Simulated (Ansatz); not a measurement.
# A hypothetical structure for YSI, part 2 of 2

This structure for YSI is made up. Its elements were placed in a known structure type with a cell scaled to their sizes. What cell does the guess relax to, and how far off was it?

Ansatz 0.2.0; DFT, r2SCAN, plane-wave PAW, files of the set soft_1, scalar-relativistic, no spin, cell and ions relaxed at zero pressure; PAW set soft_1 (the session's first sound run).

So far: Set-up; Relaxation of the guess. The relaxed cell has a = 4.476, c = 33.842 Å (conventional setting).

### Step 3. Electronic structure of the relaxed cell

With the geometry fixed, one more self-consistent run, with a narrower smearing and the mesh shown in its input, gives the bands, and its pressure, and its forces where symmetry allows any, show how far the geometry depends on these settings.

This step: DFT, r2SCAN, plane-wave PAW, files of the set soft_1, scalar-relativistic, no spin, bands and density of states at the relaxed cell; PAW set soft_1 (Ansatz 0.2.0).

Input file input.yaml:

```yaml
crystal:
  lattice:
    - [2.2382062832, 1.2922290001, 11.2806466983]
    - [-2.2382062832, 1.2922290001, 11.2806466983]
    - [0.0, -2.5844580003, 11.2806466983]
  atoms:
    - { symbol: I, position: [0.6114973367, 0.6114973367, 0.6114973367] }
    - { symbol: I, position: [0.3885026633, 0.3885026633, 0.3885026633] }
    - { symbol: "Y", position: [0.7809408066, 0.7809408066, 0.7809408066] }
    - { symbol: "Y", position: [0.2190591934, 0.2190591934, 0.2190591934] }
    - { symbol: S, position: [0.8636651465, 0.8636651465, 0.8636651465] }
    - { symbol: S, position: [0.1363348535, 0.1363348535, 0.1363348535] }
kpoints:
  mp_grid: { grid: [8, 8, 8] }
  band_path:
    path:
      - [[0.0, 0.0, 0.0], [0.5, 0.0, 0.0], [0.5, 0.17541489, -0.17541489]]
      - [[0.82458511, 0.5, 0.17541489], [0.5, 0.5, 0.5], [0.0, 0.0, 0.0], [0.33770744, 0.0, -0.33770744]]
      - [[0.66229256, 0.33770744, 0.0], [0.5, 0.5, 0.0], [0.66229256, 0.66229256, 0.17541489], [0.5, 0.5, 0.5]]
      - [[0.5, 0.0, 0.0], [0.82458511, 0.33770744, 0.33770744]]
    npoints: 8
scf:
  occupations: { method: fermi_dirac, width: 0.03 }
  n_extra_bands: 10
hamiltonian:
  xc: r2scan
  pseudopotentials: { kind: paw, azcp: { folder: soft_1 } }
output:
  forces: true
  stress: true
  write_bands: true
  dos: { projected: true }
  write_density: true
  write_potential: true
  elf: true
  volumetric_format: npy
```

Launch:

```console
$ ansatz run input.yaml --threads 4 --pin off --max-ram 10240MiB --backend cpu --events-out ev --progress --plain --runs-dir out
```

Numbers of over 12 decimals in the logs are rounded to 6 here.

The log of the run:

```text
[...]
Crystal: 6 atoms, lattice volume = 195.760 Å³
Basis set: ecut = 500 eV, 4973 PW (Γ), FFT grids on a1−a2, a2, −a2+a3, exchange–correlation on 144×360×144 points (64 copies of the dense FFT grid, shifted against one another)
Bands: 44, of which v1, the nominal top of the filled ones, is band 34 counted from 1 (33 counted from 0)
Symmetry: 12 space group operations
[...]
k-points: 65 of 512
[...]
SCF iter   1: F=—  HF=-24609.050293 eV  |F-HF|=—  |Δ(HF+E_count)|=         —  Δρ=7.49e-2  dr2=1.03e2  dr2_τ=6.44e-1  ethr=3.10e-3  ⟨swp⟩=8.3  Hψ=13047  notcnv=0
[...]
SCF iter  10: F=-24599.784227 eV  HF=-24599.784227 eV  |F-HF|=4.02e-9  |Δ(HF+E_count)|=  7.68e-10  Δρ=2.59e-6  dr2=2.03e-8  dr2_τ=1.07e-9  ethr=1.47e-10  ⟨swp⟩=21.8  Hψ=25678  notcnv=0
SCF 1 converged in 10 iterations: F = -24599.784227 eV  dr2 = 2.03e-8
[...]
NSCF: frozen V_eff on 76 k-points
SCF converged after 10 iterations
Free energy (F): -24599.784227 eV
[...]
Internal energy: -24599.784227 eV  (E = F + TS)
E sigma→0 (E₀):  -24599.784227 eV
Fermi energy:    6.841949 eV
[...]
--- Forces (eV/Å), atoms counted from 1 ---
  atom   1  I      0.00000000     0.00000000    -0.00119809
  atom   2  I      0.00000000    -0.00000000     0.00119809
  atom   3  Y      0.00000000     0.00000000    -0.00277158
  atom   4  Y      0.00000000    -0.00000000     0.00277158
  atom   5  S      0.00000000     0.00000000    -0.00158678
  atom   6  S      0.00000000    -0.00000000     0.00158678
  max |Σ_I F_I| component: 5.78e-19 eV/Å
--- Stress (GPa, compression-positive) ---
        0.005912       0.000000       0.000000
        0.000000       0.005912      -0.000000
        0.000000      -0.000000       0.011164
  P = ⅓ Tr σ = 0.0077 GPa (0.077 kbar)
--- Band table (eV; the first three rows and the last of 65) ---
  k-point 0: bands = [... 30 lower, 4.7117, 4.8876, 4.8876, 5.4498, 8.6201, 8.6201, 9.2984, 9.2984, ... 6 higher]
  k-point 1: bands = [... 30 lower, 4.5697, 4.5833, 4.8148, 5.3713, 8.7056, 8.7540, 9.0480, 9.4204, ... 6 higher]
  k-point 2: bands = [... 30 lower, 4.3216, 4.6438, 4.7178, 5.0819, 8.7806, 9.0384, 9.0938, 9.6712, ... 6 higher]
  k-point 64: bands = [... 30 lower, 4.7905, 4.8123, 4.8123, 5.0811, 8.6215, 8.6215, 9.2664, 9.3113, ... 6 higher]
```

Wall time 35 s (4 threads of Arm Neoverse V1, shared host); peak memory 1.3 GiB; 2.3 min of CPU time.

This step gave:

```
free energy       : -24599.7842 eV
Fermi energy      : 6.842 eV
gap by band count : 2.860 eV
pressure          : 0.007662 GPa
gap on the k-mesh : 2.860 eV
```

From bands.tsv. The electronic bands at the labelled points (eV, zero at the valence top; v1 is the highest filled band, c1 the lowest empty one):

| point | v4 | v3 | v2 | v1 | c1 | c2 | c3 | c4 |
| --- | --- | --- | --- | --- | --- | --- | --- | --- |
| Γ | -0.74 | -0.56 | -0.56 | 0.00 | 3.17 | 3.17 | 3.85 | 3.85 |
| halfway | -1.13 | -0.81 | -0.73 | -0.37 | 3.33 | 3.59 | 3.64 | 4.22 |
| L | -1.33 | -1.02 | -0.90 | -0.66 | 3.09 | 3.78 | 3.94 | 4.19 |
| halfway | -1.45 | -1.16 | -0.80 | -0.67 | 2.94 | 3.63 | 4.24 | 4.45 |
| B1 | -1.49 | -0.97 | -0.97 | -0.76 | 2.84 | 3.52 | 4.33 | 4.51 |
| jump to B | -1.49 | -0.97 | -0.97 | -0.76 | 2.84 | 3.52 | 4.33 | 4.51 |
| halfway | -1.07 | -1.05 | -0.59 | -0.42 | 3.38 | 3.55 | 3.92 | 4.09 |
| Z | -0.66 | -0.64 | -0.64 | -0.37 | 3.17 | 3.17 | 3.82 | 3.86 |
| halfway | -0.71 | -0.59 | -0.59 | -0.15 | 3.17 | 3.17 | 3.85 | 3.86 |
| Γ | -0.74 | -0.56 | -0.56 | 0.00 | 3.17 | 3.17 | 3.85 | 3.85 |
| halfway | -1.21 | -0.88 | -0.78 | -0.43 | 3.36 | 3.62 | 3.87 | 4.15 |
| X | -1.51 | -0.99 | -0.95 | -0.76 | 2.84 | 3.52 | 4.33 | 4.51 |
| jump to Q | -1.51 | -0.99 | -0.95 | -0.76 | 2.84 | 3.52 | 4.33 | 4.51 |
| halfway | -1.32 | -1.05 | -0.79 | -0.64 | 2.98 | 3.66 | 4.18 | 4.59 |
| F | -1.38 | -1.00 | -0.80 | -0.49 | 3.07 | 3.82 | 3.94 | 4.28 |
| halfway | -1.38 | -1.00 | -0.82 | -0.50 | 3.08 | 3.82 | 3.94 | 4.27 |
| P1 | -1.37 | -1.00 | -0.85 | -0.52 | 3.08 | 3.81 | 3.94 | 4.26 |
| halfway | -1.12 | -0.78 | -0.63 | -0.29 | 3.32 | 3.56 | 3.67 | 4.22 |
| Z | -0.66 | -0.64 | -0.64 | -0.37 | 3.17 | 3.17 | 3.82 | 3.86 |
| jump to L | -1.33 | -1.02 | -0.90 | -0.66 | 3.09 | 3.78 | 3.94 | 4.19 |
| halfway | -1.34 | -1.01 | -0.90 | -0.60 | 3.09 | 3.79 | 3.94 | 4.21 |
| P | -1.37 | -1.00 | -0.85 | -0.52 | 3.08 | 3.81 | 3.94 | 4.26 |

Counts of states for the cell as run, both spins, by energy window (eV from the valence-band top):

```
from  to  total
  -8  -7   0.00
  -7  -6   0.00
  -6  -5   0.00
  -5  -4   0.00
  -4  -3   4.14
  -3  -2   7.05
  -2  -1   7.15
  -1   0   5.66
   0   1   0.00
   1   2   0.00
   2   3   0.31
   3   4   5.09
   4   5   6.54
   5   6   7.60
```

A further 44.0 states lie below the table's range.

Electrostatic potential energy in the ac plane of the cell as run, not the conventional one, at fractional y = 0.136, with atoms of S within 0.2 Å of it. With pseudopotentials it is smooth inside the atoms' cores, unlike the true potential.

Values in eV, 13 rows by 16 columns, each cell a mean:
```
 12  11  11   7  -6  -2   8   7   4   6   9  10  11  12  12  12
 12  11  11  10   9   6   6   9   9   7   7  10  10  11  11  12
 12  12  11  10   9   9   7   7   9   9   6   7  10  10  11  11
 11  12  12  11   8   7   8   6   5   8   9   6   6   9  10  11
 10  11  12  12  10   6   2   6   5   4   7   9   7   6   8   9
  6   9  11  11  12  10   2  -6   3   5   4   6   9   9   6   5
 -3  -2   6  10  11  12  10   2  -8   1   6   5   7   9   9   5
  1 -21 -20   0   9  11  11  11   5  -2   3   8   7   7   8   8
  4  -3 -31 -32  -9   7  11  11  11   9   5   6   9   8   4  -2
-27  -8  -3 -30 -35 -15   6  10  11  12  11   9   9  10   9  -6
-13 -31 -17  -2 -24 -35 -16   5  10  11  12  11  11  11  11   9
 10  -9 -27 -22   1 -12 -27  -9   6  10  11  12  12  11  11  11
 11  10  -1 -26 -21   5   1  -5   1   7  10  11  12  12  12  11
```
Columns run along a (11.6 Å; values clipped at the 3rd and 97th percentile), rows up along c (11.6 Å). Atoms in or near the plane, at fractional coordinates: S at (0.14, 0.14).

Valence density in the ac plane of the cell as run, not the conventional one, at fractional y = 0.136, with atoms of S within 0.2 Å of it. It is the smooth field of the valence electrons, not physical close to the nuclei.

Ten steps, logarithmic in the rise over the least value, from '0' (0.0 e/Å³) to '9' (3.4 e/Å³), each cell a mean:
```
000012456776433344432111110000000
000011234566543234443221111100000
000011112345554323444432111110000
000011222223444322345543221111000
000001222222333332234555432211110
000001123333222332223455543221111
100000123444332222212245554322111
110000012345544322221123455543211
111100001234555433222112344554321
111110000123556554322221223444432
321111000012356665433222222334443
443211110000134566654322222223344
456532111100012456665432233332233
357775321110001235566543223444333
335788752111100013455554323345544
544689986321110001234554332345665
665468999752111000012344432234567
777645899986311100001123333222467
777765579998632111000011222221246
576677656899864211100000112211123
356656765578986321110000001111111
124676676545787532111000000000000
012457777653456653211110000000000
000135677765334554321111000000000
```
Columns run along a (11.6 Å), rows up along c (11.6 Å). Atoms in or near the plane, at fractional coordinates: S at (0.14, 0.14).

ELF in the ac plane of the cell as run, not the conventional one, at fractional y = 0.136, with atoms of S within 0.2 Å of it. It is the smooth field of the valence electrons, not physical close to the nuclei.

Ten even steps from '0' (0.00) to '9' (0.86), each cell a mean:
```
000002689999731122110012211000000
000000137999963124543111222100000
000112101479986214677531123321000
000124432124677411478874212332100
000024566421234431147998621123210
000003577764211111014799974112221
100000368888741000001478998521122
100000036888886310000036899862111
110000003688888852000001478986210
000000000268888887310000125787520
000000000015888788841000001356631
110000000001478878886200011113432
234310001100026888788730023431111
136874101111001588888873113676421
213899730112100037888887412589874
741489996211211002588888741269999
997348999831111100147888873126999
889854798995101100002578876312699
954797469899610000000035776521269
883159844899961000000001355531015
588402895368996100000000013332001
037851279723688410000000000111000
002688547973135520000000000000000
000147987897311221000111000000000
```
Columns run along a (11.6 Å), rows up along c (11.6 Å). Atoms in or near the plane, at fractional coordinates: S at (0.14, 0.14).

### Step 4. Outcome

```json
{
  "space group, relaxed": "R-3m",
  "conventional cell": "a = 4.476, b = 4.476, c = 33.842 Å; α = 90.0°, β = 90.0°, γ = 120.0°",
  "volume per atom": "32.63 Å³ (guess 29.87)"
}
```

**Reading.** YSI relaxes to R-3m with a = 4.476, b = 4.476 and c = 33.842 Å. The guessed volume was 8 % too small. The space group R-3m was held in the relaxation, so the end point is a stationary structure within it and may be a saddle against distortions or other arrangements. It has an indirect Kohn–Sham gap of 2.84 eV, which semilocal functionals understate. On the 8×8×8 mesh with the narrower smearing (relaxed on 6×6×6) the largest force component is 0.003 eV/Å and the largest stress component is 0.011 GPa, within the relaxation's thresholds of 0.015 eV/Å and 0.05 GPa. The cutoff wasn't tested. A vector of the cell changed its length by 33 %, so the starting arrangement is largely lost and the mesh was laid for another shape. Spin-orbit coupling is left out, which can matter for elements this heavy. No dispersion term is used, so weakly bound directions may come out too long. Nothing here tests whether the compound is stable against decomposition.

[Logs are printed without paths, hosts, clocks, repeated set-up lines and the standing remarks that a program may print on its own settings, such as how far it seeks lower states.]

[Hosts, paths, dates, database ids (printed as entryN), source tags and the programs' standing remarks are cut or masked in the printed files.]
